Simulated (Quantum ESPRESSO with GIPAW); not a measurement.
# NH4H2PO4: which site gives which 1H line?

The values are calculated: DFT, PBEsol, plane-wave PAW (pslibrary 1.0.0 recipes), scalar-relativistic, GIPAW shieldings (Quantum ESPRESSO with GIPAW, a patched development version). Shifts follow from reference lines fitted to measured solids with this functional and these files. 1H: δ = (29.61 − σ) / 1.207, zero at TMS, fitted to 9 measured values, from Ca(BH4)2, Ca(OH)2, CsH2PO4, LiBH4, LiH, MgH2, NaH and NaOH, with a scatter of 0.55 ppm r.m.s. (this compound left out), with σ taken with the shape term of a sphere (7.1 ppm here). Kinds of site that fitted badly were split off after the misses were seen, so the scatter is that of the points kept. Spans are on the shift scale.

```
P O N H
1.0
    -3.69364    3.69364    3.97424
     3.69364   -3.69364    3.97424
     3.69364    3.69364   -3.97424
P O N H
2 8 2 12
Direct
  0.00000 0.00000 0.00000
  0.75000 0.25000 0.50000
  0.02152 0.26055 0.06361
  0.19695 0.95791 0.93639
  0.70791 0.44695 0.43639
  0.01055 0.27152 0.56361
  0.72848 0.29209 0.73903
  0.04209 0.97848 0.23903
  0.73945 0.80305 0.76097
  0.55305 0.98945 0.26097
  0.25000 0.75000 0.50000
  0.50000 0.50000 0.00000
  0.15600 0.56018 0.36494
  0.37500 0.97980 0.10480
  0.87500 0.27020 0.89520
  0.02020 0.12500 0.39520
  0.20894 0.84400 0.40418
  0.72980 0.62500 0.60480
  0.19524 0.79106 0.63506
  0.54106 0.44524 0.13506
  0.31018 0.40600 0.86494
  0.43982 0.80476 0.59582
  0.55476 0.68982 0.09582
  0.59400 0.45894 0.90418
```

The cell is a computed entry of the Materials Project. The coordinates shown are those after relaxation (atoms relaxed).

The H sites:

```tsv
site	atom no.	atoms in cell	site symmetry	surroundings	bonds (Å)
H(1)	13	8	1	bound to N, H bond to O at 1.87 Å	1.048
H(2)	14	4	2	centred between two O, which may be the mean of two off-centre places	1.206
```

The lines, in order of position:

```tsv
line	δ_iso (ppm)	relative area	span (ppm)	skew
A	14.64	1	36.91	0.96
B	5.57	2	20.30	0.83
```

Simulated spectrum: 1H MAS at 60 kHz, 18.8 T (800.5 MHz), lines broadened by 0.5 ppm; rigid lattice, with dipolar and J couplings left out. Lines over 1.5 % of the strongest (ppm: area): 14.64: 0.49, 5.57: 1.00.

**Question.** Which site gives which line?

By the calculation: A is H(2) (centred between two O, which may be the mean of two off-centre places); B is H(1) (bound to N, H bond to O at 1.87 Å). The areas settle A and B, whose multiplicities are unique.

[Banner, clock, file and message-heading lines were taken out of the pw.x and gipaw.x logs.]

[Logs are printed without paths, hosts, clocks, repeated set-up lines and the standing remarks that a program may print on its own settings, such as how far it seeks lower states.]

[Hosts, paths, dates, database ids (printed as entryN), source tags and the programs' standing remarks are cut or masked in the printed files.]
